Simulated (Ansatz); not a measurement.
# C on Rh(100): change of the work function, part 3 of 4

Aim: the work function of Rh(100) at several coverages of C (hollow site), and the dipole that each adsorbate carries.

Ansatz 0.2.0; plane-wave DFT, PBE, Ansatz PAW.

So far, work function, upper face (eV): step 2 (the clean slab) 5.08; step 3 (17 atoms, coverage 0.25 ML, cell 2x2) 5.36.

In doubt: Bader basins on short bonds can need a finer grid (steps 4, 5), which would bear on Bader charges.

## (4) The covered slab, k-mesh 6×6×1, coverage 0.5 ML

System of this step: Rh8C (C/Rh(100)). The cell holds 18 atoms: 16 Rh and 2 C. Cell: a = 5.374 Å, b = 5.374 Å, c = 24.769 Å, α = 90.0°, β = 90.0°, γ = 90.0°. Vacuum lies along c.

Another coverage, to see how the dipoles act on each other as their distance changes.

The input, input.yaml:

```yaml
crystal:
  lattice:
    - [5.374011537, 0.0, 0.0]
    - [0.0, 5.374011537, 0.0]
    - [0.0, 0.0, 24.7687723643]
  atoms:
    - { symbol: Rh, position: [0.25, 0.25, 0.363360762] }
    - { symbol: Rh, position: [0.0, 0.0, 0.4400702562] }
    - { symbol: Rh, position: [0.25, 0.25, 0.5182815114] }
    - { symbol: Rh, position: [0.0, 0.0, 0.5934868717] }
    - { symbol: Rh, position: [0.25, 0.75, 0.363360762] }
    - { symbol: Rh, position: [0.0, 0.5, 0.4400702562] }
    - { symbol: Rh, position: [0.25, 0.75, 0.5182815114] }
    - { symbol: Rh, position: [0.0, 0.5, 0.5934868717] }
    - { symbol: Rh, position: [0.75, 0.25, 0.363360762] }
    - { symbol: Rh, position: [0.5, 0.0, 0.4400702562] }
    - { symbol: Rh, position: [0.75, 0.25, 0.5182815114] }
    - { symbol: Rh, position: [0.5, 0.0, 0.5934868717] }
    - { symbol: Rh, position: [0.75, 0.75, 0.363360762] }
    - { symbol: Rh, position: [0.5, 0.5, 0.4400702562] }
    - { symbol: Rh, position: [0.75, 0.75, 0.5182815114] }
    - { symbol: Rh, position: [0.5, 0.5, 0.5934868717] }
    - { symbol: C, position: [0.25, 0.25, 0.636639238] }
    - { symbol: C, position: [0.75, 0.75, 0.636639238] }
kpoints:
  mp_grid: { grid: [6, 6, 1] }
hamiltonian:
  xc: pbe
scf:
  occupations: { method: fermi_dirac, width: 0.1 }
  convergence: { dr2_threshold: 1.0e-08 }
efield:
  axis: 3
  dipole_correction: true
  ramp_position: 0.97
  ramp_width: 0.06
relax:
  f_tol: 0.02
  max_steps: 60
  constraints: [{ sites: [0, 1, 4, 5, 8, 9, 12, 13] }]
output:
  bader: true
  dos: { projected: true, e_range: [-8, 4] }
  write_potential: true
  write_density: true
  volumetric_format: npy
```

Run with:

```
ansatz run input.yaml --threads 8 --pin off --max-ram 12288MiB --backend cpu --events-out ev --progress --plain --runs-dir out
```

Numbers of over 12 decimals in the logs are rounded to 6 here.

What it wrote:

```text
[...]
Crystal: 18 atoms, lattice volume = 715.322 Å³
Basis set: ecut = 420 eV, 13923 PW (Γ), exchange–correlation on 72×72×360 points (8 copies of the dense FFT grid, shifted against one another)
Bands: 168, of which v1, the nominal top of the filled ones, is band 140 counted from 1 (139 counted from 0)
Symmetry: 16 space group operations
[...]
k-points: 10 of 36
[...]
SCF iter   1: F=—  HF=-102938.194933 eV  |F-HF|=—  |Δ(HF+E_count)|=         —  Δρ=8.26e-3  dr2=3.32e0  ethr=1.77e-3  p=-0.137 e·Å  D=-3.47e-2 V/Å  ΔV_dip=0.86 eV  dr2_dipole=8.73e-1  V_vac-E_F(+/−)=5.64/4.78 eV  ⟨swp⟩=8.0  Hψ=7123  notcnv=0  defer=25
[...]
SCF iter  11: F=-102938.092057 eV  HF=-102938.092057 eV  |F-HF|=2.70e-8  |Δ(HF+E_count)|=   7.70e-8  Δρ=3.86e-7  dr2=2.34e-9  ethr=3.57e-12  p=-0.147 e·Å  D=-3.72e-2 V/Å  ΔV_dip=0.92 eV  dr2_dipole=1.95e-10  V_vac-E_F(+/−)=6.00/5.08 eV  ⟨swp⟩=16.5  Hψ=12784  notcnv=0
SCF 1 converged in 11 iterations: F = -102938.092057 eV  dr2 = 2.34e-9
[...]
relax step   1: F+E_penalty+E_count = -102938.09205719 eV  Δ(F+E_penalty+E_count) = +0.000e0 eV  max|allowed force component| = 3.039e0 eV/Å  Δτ_max = 0.0000 Å  (11 SCF iters, accepted)
[...]
SCF iter  10: F=-102939.515766 eV  HF=-102939.515766 eV  |F-HF|=1.83e-8  |Δ(HF+E_count)|=   6.61e-8  Δρ=3.93e-7  dr2=2.15e-9  ethr=3.57e-12  p=-0.112 e·Å  D=-2.84e-2 V/Å  ΔV_dip=0.70 eV  dr2_dipole=1.18e-10  V_vac-E_F(+/−)=5.74/5.04 eV  ⟨swp⟩=9.1  Hψ=10804  notcnv=0
SCF 2 converged in 10 iterations: F = -102939.515766 eV  dr2 = 2.15e-9
[...]
relax step   2: F+E_penalty+E_count = -102939.51576632 eV  Δ(F+E_penalty+E_count) = -1.424e0 eV  max|allowed force component| = 1.689e0 eV/Å  Δτ_max = 0.1360 Å  (10 SCF iters, accepted)
SCF iter   1: F=—  HF=-102939.949702 eV  |F-HF|=—  |Δ(HF+E_count)|=         —  Δρ=7.62e-3  dr2=3.65e-1  ethr=2.70e-3  p=-0.112 e·Å  D=-2.84e-2 V/Å  ΔV_dip=0.70 eV  dr2_dipole=2.37e-2  V_vac-E_F(+/−)=5.75/5.04 eV  ⟨swp⟩=4.0  Hψ=3449  notcnv=0  defer=41
[...]
SCF iter  10: F=-102939.872789 eV  HF=-102939.872789 eV  |F-HF|=3.60e-8  |Δ(HF+E_count)|=   6.35e-8  Δρ=4.44e-7  dr2=1.91e-9  ethr=3.57e-12  p=-0.091 e·Å  D=-2.29e-2 V/Å  ΔV_dip=0.57 eV  dr2_dipole=9.47e-12  V_vac-E_F(+/−)=5.60/5.03 eV  ⟨swp⟩=14.5  Hψ=11886  notcnv=0
SCF 3 converged in 10 iterations: F = -102939.872789 eV  dr2 = 1.91e-9
[...]
relax step   3: F+E_penalty+E_count = -102939.87278893 eV  Δ(F+E_penalty+E_count) = -3.570e-1 eV  max|allowed force component| = 1.634e-1 eV/Å  Δτ_max = 0.1947 Å  (10 SCF iters, accepted)
[...]
relax step   4: F+E_penalty+E_count = -102939.88253827 eV  Δ(F+E_penalty+E_count) = -9.749e-3 eV  max|allowed force component| = 4.162e-2 eV/Å  Δτ_max = 0.0457 Å  (9 SCF iters, accepted)
SCF iter   1: F=—  HF=-102939.884058 eV  |F-HF|=—  |Δ(HF+E_count)|=         —  Δρ=6.00e-4  dr2=4.60e-3  ethr=6.75e-6  p=-0.089 e·Å  D=-2.26e-2 V/Å  ΔV_dip=0.56 eV  dr2_dipole=1.16e-3  V_vac-E_F(+/−)=5.59/5.03 eV  ⟨swp⟩=2.2  Hψ=3053  notcnv=0  defer=44
[...]
SCF iter   7: F=-102939.883125 eV  HF=-102939.883125 eV  |F-HF|=3.10e-8  |Δ(HF+E_count)|=   4.45e-7  Δρ=6.89e-7  dr2=7.70e-9  ethr=3.57e-12  p=-0.089 e·Å  D=-2.26e-2 V/Å  ΔV_dip=0.56 eV  dr2_dipole=1.04e-10  V_vac-E_F(+/−)=5.59/5.03 eV  ⟨swp⟩=11.5  Hψ=13477  notcnv=0
SCF 5 converged in 7 iterations: F = -102939.883125 eV  dr2 = 7.70e-9
relax step   5: F+E_penalty+E_count = -102939.88312526 eV  Δ(F+E_penalty+E_count) = -5.870e-4 eV  max|allowed force component| = 8.527e-3 eV/Å  Δτ_max = 0.0075 Å  (7 SCF iters, accepted)
[...]
the search or the solves at the SCF's close seem to have found levels that the self-consistency loop had missed (the run counts 1). By its estimate they hold under 1e-12 electrons; where the run keeps them, the occupations were computed again with them
SCF converged after 7 iterations
Free energy (F): -102939.883125 eV
[...]
Internal energy: -102939.030979 eV  (E = F + TS)
E sigma→0 (E₀):  -102939.457052 eV
Entropy (-TS):   -0.852146 eV (-47.341 meV/atom)
Fermi energy:    3.497606 eV
Dipole field:    D = -0.022623 V/Å  (p = -0.089430 e·Å, saw-weighted, corrected)
Work function:   Φ+ = 5.5902 eV   Φ− = 5.0299 eV
[...]
--- Forces (eV/Å), atoms counted from 1 ---
  atom   1  Rh    -0.00000000     0.00000000     0.37650004
  atom   2  Rh     0.00000000     0.00000000    -0.30483812
  atom   3  Rh    -0.00000000     0.00000000     0.00852687
  atom   4  Rh     0.00000000     0.00000000    -0.00061958
  atom   5  Rh     0.00000000     0.00000000     0.22549504
  atom   6  Rh     0.00000000     0.00000000    -0.30483812
  atom   7  Rh     0.00000000     0.00000000     0.00541302
  atom   8  Rh     0.00000000    -0.00000000    -0.00061958
  atom   9  Rh     0.00000000     0.00000000     0.22549504
  atom  10  Rh     0.00000000     0.00000000    -0.30483812
  atom  11  Rh     0.00000000    -0.00000000     0.00541302
  atom  12  Rh     0.00000000    -0.00000000    -0.00061958
  atom  13  Rh    -0.00000000     0.00000000     0.37650004
  atom  14  Rh     0.00000000     0.00000000    -0.30483812
  atom  15  Rh     0.00000000     0.00000000     0.00852687
  atom  16  Rh     0.00000000     0.00000000    -0.00061958
  atom  17  C     -0.00000000     0.00000000    -0.00498481
  atom  18  C     -0.00000000     0.00000000    -0.00498481
  max |Σ_I F_I| component: 6.95e-5 eV/Å
--- Band table (eV; the first three rows and the last of 10) ---
  k-point 0: bands = [... 136 lower, 3.7105, 3.7340, 3.8046, 3.8535, 3.8535, 3.9320, 4.0689, 4.0689, ... 24 higher]
  k-point 1: bands = [... 136 lower, 3.5674, 3.5938, 3.6188, 3.6848, 3.7249, 3.8545, 3.9215, 3.9509, ... 24 higher]
  k-point 2: bands = [... 136 lower, 3.2663, 3.3852, 3.4766, 3.4846, 3.6711, 3.6833, 3.7803, 3.8176, ... 24 higher]
  k-point 9: bands = [... 136 lower, 2.6603, 2.6603, 2.8167, 2.8167, 2.9195, 2.9195, 2.9341, 2.9341, ... 24 higher]
--- Relaxed structure (5 steps of the walk, 5 accepted, 0 SCFs on fresh bases) ---
  F+E_penalty+E_count = -102939.88312526 eV   max|allowed force component| = 8.527e-3 eV/Å
  atoms:
    - { symbol: Rh, position: [0.25, 0.25, 0.363360762] }
    - { symbol: Rh, position: [0.0, 0.0, 0.4400702562] }
    - { symbol: Rh, position: [0.25, 0.25, 0.516916] }
    - { symbol: Rh, position: [0, 0, 0.598114] }
    - { symbol: Rh, position: [0.25, 0.75, 0.363360762] }
    - { symbol: Rh, position: [0.0, 0.5, 0.4400702562] }
    - { symbol: Rh, position: [0.25, 0.75, 0.516275] }
    - { symbol: Rh, position: [0, 0.5, 0.598114] }
    - { symbol: Rh, position: [0.75, 0.25, 0.363360762] }
    - { symbol: Rh, position: [0.5, 0.0, 0.4400702562] }
    - { symbol: Rh, position: [0.75, 0.25, 0.516275] }
    - { symbol: Rh, position: [0.5, 0, 0.598114] }
    - { symbol: Rh, position: [0.75, 0.75, 0.363360762] }
    - { symbol: Rh, position: [0.5, 0.5, 0.4400702562] }
    - { symbol: Rh, position: [0.75, 0.75, 0.516916] }
    - { symbol: Rh, position: [0.5, 0.5, 0.598114] }
    - { symbol: C, position: [0.25, 0.25, 0.622578] }
    - { symbol: C, position: [0.75, 0.75, 0.622578] }
--- Bader charges: 18 sites ---
  site symbol  charge [e]  shift [e]
     0     Rh     -0.0439     0.0001
     1     Rh      0.0558     0.0001
     2     Rh      0.0247     0.0000
     3     Rh      0.2405     0.0026
     4     Rh     -0.0476     0.0001
     5     Rh      0.0558     0.0001
     6     Rh      0.0391     0.0000
     7     Rh      0.2405     0.0026
     8     Rh     -0.0476     0.0001
     9     Rh      0.0558     0.0001
    10     Rh      0.0391     0.0000
    11     Rh      0.2405     0.0026
    12     Rh     -0.0439     0.0001
    13     Rh      0.0558     0.0001
    14     Rh      0.0246     0.0000
    15     Rh      0.2405     0.0026
    16      C     -0.5649     0.0052
    17      C     -0.5649     0.0052
  estimated error of the sums over rays = 7.7e-4 e
```

The job ended after 2.2 min (8 threads of Arm Neoverse V1, shared host; peak memory 4.6 GiB).

Step by step:

```csv
step,energy less that of the first step (eV),largest force component (eV/Å)
1,0.0000,3.0390
2,-1.4237,1.6889
3,-1.7807,0.1634
4,-1.7905,0.0416
5,-1.7911,0.0085
```

Forces are held to the 16 operations that the run works with; a distortion that breaks them can't arise in this run.

The atoms that moved most (Å):

```csv
atom,dx,dy,dz,length
C18,0.000,0.000,-0.348,0.348
C17,0.000,0.000,-0.348,0.348
Rh4,0.000,0.000,0.115,0.115
Rh8,0.000,0.000,0.115,0.115
Rh16,0.000,0.000,0.115,0.115
Rh12,0.000,0.000,0.115,0.115
Rh7,0.000,0.000,-0.050,0.050
Rh11,0.000,0.000,-0.050,0.050
```

Final coordinates:

```
Rh C
1.0
     5.37401    0.00000    0.00000
     0.00000    5.37401    0.00000
     0.00000    0.00000   24.76877
Rh C
16 2
Direct
  0.25000 0.25000 0.36336
  0.00000 0.00000 0.44007
  0.25000 0.25000 0.51692
  0.00000 0.00000 0.59811
  0.25000 0.75000 0.36336
  0.00000 0.50000 0.44007
  0.25000 0.75000 0.51627
  0.00000 0.50000 0.59811
  0.75000 0.25000 0.36336
  0.50000 0.00000 0.44007
  0.75000 0.25000 0.51627
  0.50000 0.00000 0.59811
  0.75000 0.75000 0.36336
  0.50000 0.50000 0.44007
  0.75000 0.75000 0.51692
  0.50000 0.50000 0.59811
  0.25000 0.25000 0.62258
  0.75000 0.75000 0.62258
```

Numbers from this step:

```
energy at zero smearing        : -102939.4571 eV
work function, upper face      : 5.590 eV
work function, lower face      : 5.030 eV
dipole along the normal        : -0.08943 e·Å
step between the vacuum levels : 0.5603 eV
```

The density of states has structure finer than the step of the table below, so its rows give means over 0.5 eV, whole bins alone (the curve runs from -8 to 1.98 eV). Peaks (eV: height): -3.91: 42.2, -3.85: 48.5, -2.74: 42.9, -2.53: 41.6, -2.05: 44.2, -1.77: 46.0, -1.68: 40.0.

The density of states by energy, zero at the Fermi level; means over each step:

```csv
energy (eV),density of states (states/eV a cell)
-7.5,0
-7.0,0.953
-6.5,5.12
-6.0,6.45
-5.5,17.5
-5.0,27.5
-4.5,21.7
-4.0,24.0
-3.5,20.0
-3.0,23.7
-2.5,31.3
-2.0,24.1
-1.5,26.7
-1.0,24.4
-0.5,28.8
0.0,25.6
0.5,23.6
1.0,10.0
1.5,6.55
```

Projected DOS per atom over height of the atomic layer and energy from the Fermi level. Layers: Rh4 Rh4 Rh4 Rh4 C2 from below.

Values in states/eV, 22 rows by 5 columns, each cell a mean:
```
0.31 0.29 0.21 0.29 0.54
0.34 0.27 0.26 0.27 0.47
0.88 0.75 1.00 0.59 0.74
1.77 1.82 1.56 0.84 0.26
1.85 1.74 1.48 1.14 0.23
2.72 1.30 1.51 1.55 0.29
1.82 1.17 1.44 1.52 0.24
2.36 1.20 1.41 1.79 0.28
1.98 1.05 1.38 1.96 0.41
1.88 1.39 1.41 1.41 0.28
1.73 2.02 1.77 1.35 0.19
1.20 1.35 1.59 1.08 0.47
1.35 1.21 1.71 1.46 0.66
1.25 1.47 1.18 0.95 0.20
1.12 1.93 1.25 1.24 0.69
0.78 2.44 2.03 1.26 0.80
0.29 1.43 1.35 0.84 0.70
0.06 0.31 0.33 0.61 0.79
0.04 0.19 0.23 0.55 0.69
0.03 0.11 0.10 0.17 0.19
0.00 0.00 0.00 0.00 0.00
0.00 0.00 0.00 0.00 0.00
```
Columns: height of the atomic layer (Å) from 9 to 15.4 (not evenly spaced); rows upwards: energy from the Fermi level (eV) from -7.96 to 1.95.

The relaxation took 5 steps and lowered the energy by 1.8 eV; the largest force on the free atoms ends at 0.0085 eV/Å.

The covered face has 5.59 eV, +0.51 eV against the clean one; the bare back face has moved by -0.05 eV, a measure of how thin the slab is.

## (5) Adsorbate added, k-mesh 11×11×1, coverage 1 ML

System of this step: Rh4C (C/Rh(100)). The cell holds 5 atoms: 4 Rh and 1 C. Its edges and angles: a = 2.687 Å, b = 2.687 Å, c = 24.769 Å, α = 90.0°, β = 90.0°, γ = 90.0°. Vacuum lies along c.

Another coverage, to see how the dipoles act on each other as their distance changes.

input.yaml, the sections that differ from step 4:

```yaml
crystal:
  lattice:
    - [2.6870057685, 0.0, 0.0]
    - [0.0, 2.6870057685, 0.0]
    - [0.0, 0.0, 24.7687723643]
  atoms:
    - { symbol: Rh, position: [0.5, 0.5, 0.363360762] }
    - { symbol: Rh, position: [0.0, 0.0, 0.4400702562] }
    - { symbol: Rh, position: [0.5, 0.5, 0.5182815114] }
    - { symbol: Rh, position: [0.0, 0.0, 0.5934868717] }
    - { symbol: C, position: [0.5, 0.5, 0.636639238] }
kpoints:
  mp_grid: { grid: [11, 11, 1] }
relax:
  f_tol: 0.02
  max_steps: 60
  constraints: [{ sites: [0, 1] }]
output:
  bader: true
  write_potential: true
  write_density: true
  volumetric_format: npy
# hamiltonian, scf, efield: as in step 4
```

What it wrote:

```text
[...]
Crystal: 5 atoms, lattice volume = 178.831 Å³
Basis set: ecut = 420 eV, 3535 PW (Γ), exchange–correlation on 36×36×360 points (8 copies of the dense FFT grid, shifted against one another)
Bands: 44, of which v1, the nominal top of the filled ones, is band 36 counted from 1 (35 counted from 0)
Symmetry: 8 space group operations
[...]
- { symbol: Rh, position: [0.5, 0.5, 0.515844] }
    - { symbol: Rh, position: [0, 0.0, 0.604908] }
    - { symbol: C, position: [0.5, 0.5, 0.632353] }
--- Bader charges: 5 sites ---
  site symbol  charge [e]  shift [e]
     0     Rh     -0.0451     0.0001
     1     Rh      0.0666     0.0001
     2     Rh     -0.0118     0.0001
     3     Rh      0.4394     0.0057
     4      C     -0.4491     0.0057
  estimated error of the sums over rays = 6.0e-4 e
[key lines of the parts left out:]
SCF converged after 8 iterations
Free energy (F): -25858.814326 eV
Fermi energy:    3.930456 eV
Dipole field:    D = -0.020262 V/Å  (p = -0.020025 e·Å, saw-weighted, corrected)
Work function:   Φ+ = 5.4634 eV   Φ− = 4.9616 eV
```

Wall time 18 s (8 threads); peak memory 0.67 GiB.

Relaxation path:

```csv
step,energy less that of the first step (eV),largest force component (eV/Å)
1,0.0000,3.6408
2,-0.4773,1.4419
3,-0.6460,0.2874
4,-0.6515,0.0920
5,-0.6523,0.0055
```

Forces are held to the 8 operations that the run works with; a distortion that breaks them can't arise in this run.

The atoms that moved most (Å):

```csv
atom,dx,dy,dz,length
Rh4,0.000,0.000,0.283,0.283
C5,0.000,0.000,-0.106,0.106
Rh3,0.000,0.000,-0.060,0.060
```

Final coordinates:

```xyz
5
Lattice="2.6870 0.0000 0.0000 0.0000 2.6870 0.0000 0.0000 0.0000 24.7688" Properties=species:S:1:pos:R:3
Rh    1.3435    1.3435    9.0000
Rh    0.0000    0.0000   10.9000
Rh    1.3435    1.3435   12.7768
Rh    0.0000    0.0000   14.9828
C     1.3435    1.3435   15.6626
```

Running mean over 1.9 Å of the planar mean; the ramp of the sawtooth is left out. Table of electron's electrostatic potential energy less the Fermi level by z:

```csv
z (Å),electron's electrostatic potential energy less the Fermi level (eV)
4,4.96
5,4.96
6,4.91
7,4.28
8,-3.66
9,-12.4
10,-13.0
11,-13.3
12,-13.4
13,-12.4
14,-10.0
15,-17.8
16,-9.40
17,3.63
18,5.39
19,5.46
20,5.46
21,5.46
```

The relaxation took 5 steps and lowered the energy by 0.65 eV; the largest force on the free atoms ends at 0.0055 eV/Å.

The covered face has 5.46 eV, +0.38 eV against the clean one; the bare back face has moved by -0.12 eV, a measure of how thin the slab is.

## (6) Work function against coverage

This step: plane-wave DFT, PBE, Ansatz PAW; work function against coverage (Ansatz 0.2.0).

The runs are now put side by side.

Numbers from this step:

| Quantity | Value |
| --- | --- |
| work function of the clean face | 5.082 eV |
| largest change of the work function | 0.5087 eV |

Table of work function of the covered face by coverage:

```csv
coverage (adsorbates/nm²),work function of the covered face (eV)
0.00,5.08
3.46,5.36
6.93,5.59
13.85,5.46
```

The dipole per adsorbate comes from the change of the cell's dipole. Coverage, by row:

```csv
coverage (1/nm²),coverage (ML),work function (eV),change (eV),"dipole per adsorbate, positive end outwards (debye)",mean height of the added atoms over the highest substrate atom (Å)
3.463,0.25,5.359,0.2777,-0.227,0.3408
6.925,0.5,5.59,0.5087,-0.214,0.606
13.85,1,5.463,0.3819,-0.096,0.6798
```

## (7) The slab at 0.25 ML, atoms frozen

This step: plane-wave DFT, PBE, Ansatz PAW (Ansatz 0.2.0).

System of this step: Rh16C (C/Rh(100)). The cell holds 17 atoms: 16 Rh and 1 C. Cell: a = 5.374 Å, b = 5.374 Å, c = 24.769 Å, α = 90.0°, β = 90.0°, γ = 90.0°. Vacuum lies along c.

To see where the charge goes, the covered slab, the bare substrate and the adsorbate layer are each run at the same frozen positions and on the same grid.

The input, input.yaml:

```yaml
crystal:
  lattice:
    - [5.374011537, 0.0, 0.0]
    - [0.0, 5.374011537, 0.0]
    - [0.0, 0.0, 24.7687723643]
  atoms:
    - { symbol: Rh, position: [0.25, 0.25, 0.363360762] }
    - { symbol: Rh, position: [0.0, 0.0, 0.4400702562] }
    - { symbol: Rh, position: [0.25, 0.25, 0.5164665113] }
    - { symbol: Rh, position: [-0.0061811247, -0.0061811247, 0.5963304705] }
    - { symbol: Rh, position: [0.25, 0.75, 0.363360762] }
    - { symbol: Rh, position: [0.0, 0.5, 0.4400702562] }
    - { symbol: Rh, position: [0.25, 0.75, 0.51708155] }
    - { symbol: Rh, position: [-0.0061811247, 0.5061811247, 0.5963304705] }
    - { symbol: Rh, position: [0.75, 0.25, 0.363360762] }
    - { symbol: Rh, position: [0.5, 0.0, 0.4400702562] }
    - { symbol: Rh, position: [0.75, 0.25, 0.51708155] }
    - { symbol: Rh, position: [0.5061811247, -0.0061811247, 0.5963304705] }
    - { symbol: Rh, position: [0.75, 0.75, 0.363360762] }
    - { symbol: Rh, position: [0.5, 0.5, 0.4400702562] }
    - { symbol: Rh, position: [0.75, 0.75, 0.5172606559] }
    - { symbol: Rh, position: [0.5061811247, 0.5061811247, 0.5963304705] }
    - { symbol: C, position: [0.25, 0.25, 0.6100877577] }
kpoints:
  mp_grid: { grid: [6, 6, 1] }
hamiltonian:
  xc: pbe
scf:
  occupations: { method: fermi_dirac, width: 0.1 }
  convergence: { dr2_threshold: 1.0e-08 }
efield:
  axis: 3
  dipole_correction: true
  ramp_position: 0.97
  ramp_width: 0.06
output:
  write_potential: true
  write_density: true
  volumetric_format: npy
```

What it wrote:

```text
[...]
Crystal: 17 atoms, lattice volume = 715.322 Å³
Basis set: ecut = 420 eV, 13923 PW (Γ)
Bands: 166, of which v1, the nominal top of the filled ones, is band 138 counted from 1 (137 counted from 0)
Symmetry: 8 space group operations
[...]
k-points: 10 of 36
[...]
SCF iter   1: F=—  HF=-102689.064921 eV  |F-HF|=—  |Δ(HF+E_count)|=         —  Δρ=6.74e-3  dr2=9.77e-1  ethr=1.77e-3  p=-0.025 e·Å  D=-6.42e-3 V/Å  ΔV_dip=0.16 eV  dr2_dipole=2.69e-2  V_vac-E_F(+/−)=4.90/4.75 eV  ⟨swp⟩=8.7  Hψ=7375  notcnv=0  defer=29
[...]
SCF iter  11: F=-102689.014010 eV  HF=-102689.014010 eV  |F-HF|=7.00e-9  |Δ(HF+E_count)|=   3.43e-8  Δρ=4.74e-7  dr2=1.87e-9  ethr=3.62e-12  p=-0.048 e·Å  D=-1.20e-2 V/Å  ΔV_dip=0.30 eV  dr2_dipole=1.71e-11  V_vac-E_F(+/−)=5.36/5.06 eV  ⟨swp⟩=15.4  Hψ=5063  notcnv=0
SCF 1 converged in 11 iterations: F = -102689.014010 eV  dr2 = 1.87e-9
[...]
SCF converged after 11 iterations
Free energy (F): -102689.014010 eV
[...]
Internal energy: -102688.088895 eV  (E = F + TS)
E sigma→0 (E₀):  -102688.551452 eV
Entropy (-TS):   -0.925115 eV (-54.419 meV/atom)
Fermi energy:    3.417595 eV
Dipole field:    D = -0.012032 V/Å  (p = -0.047565 e·Å, saw-weighted, corrected)
Work function:   Φ+ = 5.3592 eV   Φ− = 5.0612 eV
[...]
--- Band table (eV; the first three rows and the last of 10) ---
  k-point 0: bands = [... 134 lower, 3.5603, 3.7011, 3.7389, 3.7400, 3.7948, 3.7948, 3.8031, 4.0194, ... 24 higher]
  k-point 1: bands = [... 134 lower, 3.5155, 3.5469, 3.5943, 3.6021, 3.6527, 3.6817, 3.7584, 3.8900, ... 24 higher]
  k-point 2: bands = [... 134 lower, 3.2360, 3.3704, 3.4118, 3.4217, 3.4724, 3.5988, 3.7010, 3.7859, ... 24 higher]
  k-point 9: bands = [... 134 lower, 2.4609, 2.5684, 2.8622, 2.8622, 2.9261, 3.0187, 3.0460, 3.1116, ... 24 higher]
```

It took 31 s on 8 threads; peak memory 4.2 GiB.

This step gave:

* energy at zero smearing: -102688.5515 eV
* work function, upper face: 5.359 eV
* work function, lower face: 5.061 eV
* dipole along the normal: -0.04756 e·Å
* step between the vacuum levels: 0.2980 eV

The work function of the upper face is 5.36 eV.

(Continued in part 4 of 4.)

[Logs are printed without paths, hosts, clocks, repeated set-up lines and the standing remarks that a program may print on its own settings, such as how far it seeks lower states.]

[Hosts, paths, dates, database ids (printed as entryN), source tags and the programs' standing remarks are cut or masked in the printed files.]

[Maps of the electrostatic potential energy from Ansatz leave out the sawtooth potential of an applied field or a dipole correction, so their vacuum need not be flat; planar profiles and work functions include it.]

[The density of states shown here was stored with 400 of the rows of the run's finer table, so its peaks can read low, often by over a quarter, or be missed, and its means over a window can be off by a tenth or more.]
